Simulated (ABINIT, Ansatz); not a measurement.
# CsNbS3 (Pm-3m): zone-centre phonons, part 2 of 5

Aim: the zone-centre modes of CsNbS3 (Pm-3m).

ABINIT 10.8.3; DFT PBEsol, scalar-relativistic, plane waves, PseudoDojo norm-conserving pseudopotentials.

So far. Step 2 (Relaxing the cell and atoms): Little changed from the start: no atom moved by 0.005 Å and no cell edge by 0.1 %. Step 3 (Self-consistent run for the response): The cell stands at -0.094 GPa, close enough for phonons. The relaxed cell has a = 4.870 Å (conventional setting).

The structure was built from a prototype and need not be the compound's stable phase.

## Step 4: Zone-centre response

At q = 0 one unit cell holds all displacements. The response is solved for single atoms along the cell's directions, and symmetry skips those that follow from others. The crystal is treated as a metal, which screens a static field, so no field response is asked.

dfpt_gamma.abi

```

# common to the responses
getwfk_filepath "gso_WFK"
kptopt 2
nqpt 1
qpt 0.0 0.0 0.0
asr 0
chneut 0

# displacements
rfphon 1
rfatpol 1 5
rfdir 1 1 1
tolvrs 1.0d-10
prtwf 0

# basis, mesh and filling
ecut 37.0
ngkpt 6 6 6
nshiftk 1
shiftk 0.0 0.0 0.0
istwfk *1
occopt 6
tsmear 0.01
nband 29
nstep 100
diemac 1000000.0
prtebands 0
prtgsr 0
useylm 1

# cell and atoms
acell 9.202971908 9.202971908 9.202971908
rprim 
    1.0 0.0 0.0
    0.0 1.0 0.0
    0.0 0.0 1.0
ntypat 3
znucl 55 41 16
natom 5
typat 1 2 3 3 3
xred 
    0.0 0.0 0.0
    0.5 0.5 0.5
    0.5 0.5 0.0
    0.5 0.0 0.5
    0.0 0.5 0.5
pp_dirpath "./pseudo"
pseudos "Cs.upf, Nb.upf, S.upf"
```

The run is started by

```
OMP_NUM_THREADS=1 mpirun -n 4 abinit dfpt_gamma.abi > dfpt_gamma.log
```

Numbers of over 12 decimals in the logs are rounded to 6 here.

dfpt_gamma.abo, the main output file:

```text
[banners, grids, parts of the stress and lines that vanish by symmetry left out]
- input  file    -> dfpt_gamma.abi
- output file    -> dfpt_gamma.abo
- root for input  files -> dfpt_gammai
- root for output files -> dfpt_gammao

 Symmetries : space group Pm -3 m (#221); Bravais cP (primitive cubic)
================================================================================
 Values of the parameters that define the memory need of the present run (RF).
     intxc =       0      iscf =       7    lmnmax =      32     lnmax =       8
     mgfft =      54  mpssoang =       4    mqgrid =    3001     natom =       5
  nloc_mem =       1    nspden =       1   nspinor =       1    nsppol =       1
      nsym =      48    n1xccc =    2501    ntypat =       3    occopt =       6
   xclevel =       2
-    mband =          29        mffmem =           1         mkmem =          28
-   mkqmem =          28        mk1mem =          28           mpw =        8480
      nfft =      157464          nkpt =         112
- my_mband =          29
================================================================================
================================================================================

--------------------------------------------------------------------------------
------------- Echo of variables that govern the present computation ------------
--------------------------------------------------------------------------------
-
- outvars: echo of selected default values
-   iomode0 =  0 , fftalg0 =312 , wfoptalg0 =  0
-
- outvars: echo of global parameters not present in the input file
-  max_nthreads =    1
-
 -outvars: echo values of preprocessed input variables
 [... echo left out ...]
================================================================================

 chkinp: Checking input parameters for consistency.

[...]
== DATASET  1 ==================================================================
-   mpi_nproc: 4, omp_nthreads: 1 (-1 if OMP is not activated)

--- !DatasetInfo
iteration_state: {dtset: 1, }
dimensions: {natom: 5, nkpt: 112, mband: 29, nsppol: 1, nspinor: 1, nspden: 1, mpw: 8480, }
cutoff_energies: {ecut:  37.0, pawecutdg:  -1.0, }
electrons: {nelect:   4.00000000E+01, charge:   0.00000000E+00, occopt:   6.00000000E+00, tsmear:   1.00000000E-02, }
meta: {optdriver: 1, rfphon: 1, }
...

 mkfilename: getwfk from: gso_WFK

 Real(R)+Recip(G) space primitive vectors, cartesian coordinates (Bohr,Bohr^-1):
 R(1)=  9.2029719  0.0000000  0.0000000  G(1)=  0.1086606  0.0000000  0.0000000
 R(2)=  0.0000000  9.2029719  0.0000000  G(2)=  0.0000000  0.1086606  0.0000000
 R(3)=  0.0000000  0.0000000  9.2029719  G(3)=  0.0000000  0.0000000  0.1086606
 Unit cell volume ucvol=  7.7944287E+02 bohr^3
 Angles (23,13,12)=  9.00000000E+01  9.00000000E+01  9.00000000E+01 degrees
 setup1 : take into account q-point for computing boxcut.

 getcut: wavevector=  0.0000  0.0000  0.0000  ngfft=  54  54  54
         ecut(hartree)=     37.000   => boxcut(ratio)=   2.14289

--- Pseudopotential description ------------------------------------------------
- pspini: atom type   1  psp file is ./pseudo/Cs.upf

- pspini: atom type   2  psp file is ./pseudo/Nb.upf

- pspini: atom type   3  psp file is ./pseudo/S.upf

   2.55789538E+03                                ecore*ucvol(ha*bohr**3)
--------------------------------------------------------------------------------

 ==>  initialize data related to q vector <==

 The list of irreducible perturbations for this q vector is:
    1)    idir= 1    ipert=   1
    2)    idir= 1    ipert=   2
    3)    idir= 1    ipert=   3
    4)    idir= 3    ipert=   3

[...]
The perturbation idir=   2  ipert=   1 is
 symmetric of a previously calculated perturbation.
 So, its SCF calculation is not needed.

 The perturbation idir=   3  ipert=   1 is
 symmetric of a previously calculated perturbation.
 So, its SCF calculation is not needed.

 The perturbation idir=   2  ipert=   2 is
 symmetric of a previously calculated perturbation.
 So, its SCF calculation is not needed.

 The perturbation idir=   3  ipert=   2 is
 symmetric of a previously calculated perturbation.
 So, its SCF calculation is not needed.

[...]
The perturbation idir=   2  ipert=   5 is
 symmetric of a previously calculated perturbation.
 So, its SCF calculation is not needed.

 The perturbation idir=   3  ipert=   5 is
 symmetric of a previously calculated perturbation.
 So, its SCF calculation is not needed.

--------------------------------------------------------------------------------
 Perturbation wavevector (in red.coord.)   0.000000  0.000000  0.000000
 Perturbation : displacement of atom   1   along direction   1
 Found     8 symmetries that leave the perturbation invariant.

[...]
dfpt_looppert : total number of electrons, from k and k+q
  fully or partially occupied states are    4.000000E+01 and    4.000000E+01.
 Initialisation of the first-order wave-functions :
  ireadwf=   0

--- !BeginCycle
iteration_state: {dtset: 1, }
solver: {iscf: 7, nstep: 100, nline: 4, wfoptalg: 0, }
tolerances: {tolvrs: 1.00E-10, }
...

     iter   2DEtotal(Ha)        deltaE(Ha) residm    vres2
-ETOT  1   3.144228     -8.258E+02 1.640E+00 1.949E+03
 ETOT  2   2.610454     -5.338E-01 2.362E-01 4.524E+01
 ETOT  3   2.586065     -2.439E-02 3.902E-02 2.222E+01
 ETOT  4   2.582195     -3.870E-03 2.006E-02 3.788E-01
 ETOT  5   2.581990     -2.054E-04 3.590E-03 1.145E-02
[...]
At SCF step   14       vres2   =  1.16E-11 < tolvrs=  1.00E-10 =>converged.
[...]
Mean square residual over all n,k,spin=   20.152E-11; max=  18.253E-08

 Thirteen components of 2nd-order total energy (hartree) are
 1,2,3: 0th-order hamiltonian combined with 1st-order wavefunctions
     kin0=   6.15451455E+02 eigvalue=   2.46274784E+01  local=  -4.24675934E+02
 4,5,6: 1st-order hamiltonian combined with 1st and 0th-order wfs
 loc psp =  -6.64061516E+02  Hartree=   2.44603388E+02     xc=  -6.74225912E+01
 note that "loc psp" includes a xc core correction that could be resolved
 7,8,9: eventually, occupation + non-local contributions
    edocc=   5.58642515E+01     enl0=   3.77933995E+02   enl1=  -9.88702569E+02
 1-9 gives the relaxation energy (to be shifted if some occ is /=2.0)
   erelax=  -8.26382043E+02
 10,11,12 Non-relaxation  contributions : frozen-wavefunctions and Ewald
 fr.local=   2.02511550E+02 fr.nonlo=   4.97123800E+02  Ewald=   1.26988594E+02
 13,14 Frozen wf xc core corrections (1) and (2)
 frxc 1  =  -9.74940435E+01  frxc 2 =   9.98341207E+01
 Resulting in :
 2DEtotal=    0.2581979080E+01 Ha. Also 2DEtotal=    0.702592300323E+02 eV
    (2DErelax=   -8.2638204271E+02 Ha. 2DEnonrelax=    8.2896402179E+02 Ha)
    (  non-var. 2DEtotal :    2.5819792849E+00 Ha)

[...]
Perturbation wavevector (in red.coord.)   0.000000  0.000000  0.000000
 Perturbation : displacement of atom   2   along direction   1
 Found     8 symmetries that leave the perturbation invariant.

[...]
dfpt_looppert : total number of electrons, from k and k+q
  fully or partially occupied states are    4.000000E+01 and    4.000000E+01.
 Initialisation of the first-order wave-functions :
  ireadwf=   0

--- !BeginCycle
iteration_state: {dtset: 1, }
solver: {iscf: 7, nstep: 100, nline: 4, wfoptalg: 0, }
tolerances: {tolvrs: 1.00E-10, }
...

     iter   2DEtotal(Ha)        deltaE(Ha) residm    vres2
-ETOT  1   6.187413     -5.003E+03 2.744E+01 9.264E+03
[...]
At SCF step   14       vres2   =  9.37E-12 < tolvrs=  1.00E-10 =>converged.
[...]
Mean square residual over all n,k,spin=   47.217E-12; max=  13.667E-09

 Thirteen components of 2nd-order total energy (hartree) are
 1,2,3: 0th-order hamiltonian combined with 1st-order wavefunctions
     kin0=   3.77646889E+03 eigvalue=   5.07511749E+02  local=  -3.34943315E+03
 4,5,6: 1st-order hamiltonian combined with 1st and 0th-order wfs
 loc psp =  -4.93003913E+03  Hartree=   1.45379669E+03     xc=  -2.84973330E+02
 note that "loc psp" includes a xc core correction that could be resolved
 7,8,9: eventually, occupation + non-local contributions
    edocc=   5.40437125E+02     enl0=   2.36293175E+03   enl1=  -5.08344033E+03
 1-9 gives the relaxation energy (to be shifted if some occ is /=2.0)
   erelax=  -5.00673973E+03
 10,11,12 Non-relaxation  contributions : frozen-wavefunctions and Ewald
 fr.local=   2.31151717E+03 fr.nonlo=   2.53099108E+03  Ewald=   1.59759845E+02
 13,14 Frozen wf xc core corrections (1) and (2)
 frxc 1  =  -3.89591229E+02  frxc 2 =   3.96215647E+02
 Resulting in :
 2DEtotal=    0.2152776219E+01 Ha. Also 2DEtotal=    0.585800252035E+02 eV
    (2DErelax=   -5.0067397341E+03 Ha. 2DEnonrelax=    5.0088925103E+03 Ha)
    (  non-var. 2DEtotal :    2.1527764627E+00 Ha)

[...]
Perturbation wavevector (in red.coord.)   0.000000  0.000000  0.000000
 Perturbation : displacement of atom   3   along direction   1
 Found     4 symmetries that leave the perturbation invariant.

[...]
dfpt_looppert : total number of electrons, from k and k+q
  fully or partially occupied states are    4.000000E+01 and    4.000000E+01.
 Initialisation of the first-order wave-functions :
  ireadwf=   0

--- !BeginCycle
iteration_state: {dtset: 1, }
solver: {iscf: 7, nstep: 100, nline: 4, wfoptalg: 0, }
tolerances: {tolvrs: 1.00E-10, }
...

     iter   2DEtotal(Ha)        deltaE(Ha) residm    vres2
-ETOT  1   3.625799     -6.018E+02 1.977E+00 7.241E+02
[...]
At SCF step   14       vres2   =  1.96E-12 < tolvrs=  1.00E-10 =>converged.
[...]
Mean square residual over all n,k,spin=   38.961E-12; max=  23.308E-09

 Thirteen components of 2nd-order total energy (hartree) are
 1,2,3: 0th-order hamiltonian combined with 1st-order wavefunctions
     kin0=   5.49614876E+02 eigvalue=  -2.03847452E+01  local=  -3.79405577E+02
 4,5,6: 1st-order hamiltonian combined with 1st and 0th-order wfs
 loc psp =  -4.56568742E+02  Hartree=   1.65876149E+02     xc=  -4.64603013E+01
 note that "loc psp" includes a xc core correction that could be resolved
 7,8,9: eventually, occupation + non-local contributions
    edocc=   2.27054192E+01     enl0=   3.10341522E+02   enl1=  -7.48005941E+02
 1-9 gives the relaxation energy (to be shifted if some occ is /=2.0)
   erelax=  -6.02287342E+02
 10,11,12 Non-relaxation  contributions : frozen-wavefunctions and Ewald
 fr.local=   2.67458511E+02 fr.nonlo=   3.78290361E+02  Ewald=  -2.61520746E+01
 13,14 Frozen wf xc core corrections (1) and (2)
 frxc 1  =  -7.26077322E+01  frxc 2 =   5.83980474E+01
 Resulting in :
 2DEtotal=    0.3099771050E+01 Ha. Also 2DEtotal=    0.843490673207E+02 eV
    (2DErelax=   -6.0228734190E+02 Ha. 2DEnonrelax=    6.0538711295E+02 Ha)
    (  non-var. 2DEtotal :    3.0997710137E+00 Ha)

[...]
Perturbation wavevector (in red.coord.)   0.000000  0.000000  0.000000
 Perturbation : displacement of atom   3   along direction   3
 Found     8 symmetries that leave the perturbation invariant.

--------------------------------------------------------------------------------

--------------------------------------------------------------------------------

 dfpt_looppert : total number of electrons, from k and k+q
  fully or partially occupied states are    4.000000E+01 and    4.000000E+01.
 Initialisation of the first-order wave-functions :
  ireadwf=   0

--- !BeginCycle
iteration_state: {dtset: 1, }
solver: {iscf: 7, nstep: 100, nline: 4, wfoptalg: 0, }
tolerances: {tolvrs: 1.00E-10, }
...

     iter   2DEtotal(Ha)        deltaE(Ha) residm    vres2
-ETOT  1   12.359222634613     -6.270E+02 2.324E+00 2.680E+04
[...]
ETOT 13   6.774428      1.262E-11 3.012E-08 1.614E-10
 ETOT 14   6.774428      1.808E-11 1.335E-08 6.191E-12

 At SCF step   14       vres2   =  6.19E-12 < tolvrs=  1.00E-10 =>converged.
[...]
Mean square residual over all n,k,spin=   26.662E-12; max=  13.352E-09

 Thirteen components of 2nd-order total energy (hartree) are
 1,2,3: 0th-order hamiltonian combined with 1st-order wavefunctions
     kin0=   5.72846570E+02 eigvalue=  -1.31125171E+01  local=  -4.04283724E+02
 4,5,6: 1st-order hamiltonian combined with 1st and 0th-order wfs
 loc psp =  -4.80785315E+02  Hartree=   1.94691551E+02     xc=  -4.79673694E+01
 note that "loc psp" includes a xc core correction that could be resolved
 7,8,9: eventually, occupation + non-local contributions
    edocc=   3.40033794E+01     enl0=   2.96401342E+02   enl1=  -7.84373149E+02
 1-9 gives the relaxation energy (to be shifted if some occ is /=2.0)
   erelax=  -6.32579232E+02
 10,11,12 Non-relaxation  contributions : frozen-wavefunctions and Ewald
 fr.local=  -7.98155908E+01 fr.nonlo=   4.03784085E+02  Ewald=   3.30859776E+02
 13,14 Frozen wf xc core corrections (1) and (2)
 frxc 1  =  -7.21699251E+01  frxc 2 =   5.66953145E+01
 Resulting in :
 2DEtotal=    0.6774427663E+01 Ha. Also 2DEtotal=    0.184341567721E+03 eV
    (2DErelax=   -6.3257923155E+02 Ha. 2DEnonrelax=    6.3935365921E+02 Ha)
    (  non-var. 2DEtotal :    6.7744274968E+00 Ha)

[...]
---- first-order wavefunction calculations are completed ----

 ==> Compute Derivative Database <==

 [... matrices left out ...]
  Phonon wavevector (reduced coordinates) :  0.00000  0.00000  0.00000
 Phonon energies in Hartree :
  -1.248852E-05 -1.248852E-05 -1.248852E-05  3.868351E-04  3.868351E-04
   3.868351E-04  6.024348E-04  6.024348E-04  6.024348E-04  7.671393E-04
   7.671393E-04  7.671393E-04  1.340026E-03  1.340026E-03  1.340026E-03
 Phonon frequencies in cm-1    :
- -2.740913E+00 -2.740912E+00 -2.740912E+00  8.490049E+01  8.490049E+01
-  8.490049E+01  1.322192E+02  1.322192E+02  1.322192E+02  1.683676E+02
-  1.683676E+02  1.683676E+02  2.941016E+02  2.941016E+02  2.941016E+02

== END DATASET(S) ==============================================================
================================================================================

 -outvars: echo values of variables after computation
            acell      9.2029719080E+00  9.2029719080E+00  9.2029719080E+00 Bohr
           etotal      6.7744276625E+00
            fcart      0.0000000000E+00  0.0000000000E+00  0.0000000000E+00
           strten      0.0000000000E+00  0.0000000000E+00  0.0000000000E+00
================================================================================
```

Elapsed: 20 min, on 4 MPI ranks of Intel Xeon at 2.70GHz, shared host.

Read from the output:

| Item | Value |
| --- | --- |
| largest acoustic frequency at the zone centre before the sum rule | -2.74 cm⁻¹ |
| highest optical zone-centre mode (no LO-TO term) | 294.1 cm⁻¹ |
| lowest optical zone-centre mode | 84.9 cm⁻¹ |

The acoustic modes at Γ come out as far as 2.7 cm⁻¹ from zero, where they should vanish, a small numerical error.

[end of part 2 of 5]

[Host names and launcher messages were left out of these logs when they were recorded.]

[Logs are printed without paths, hosts, clocks, repeated set-up lines and the standing remarks that a program may print on its own settings, such as how far it seeks lower states.]

[Hosts, paths, dates, database ids (printed as entryN), source tags and the programs' standing remarks are cut or masked in the printed files.]
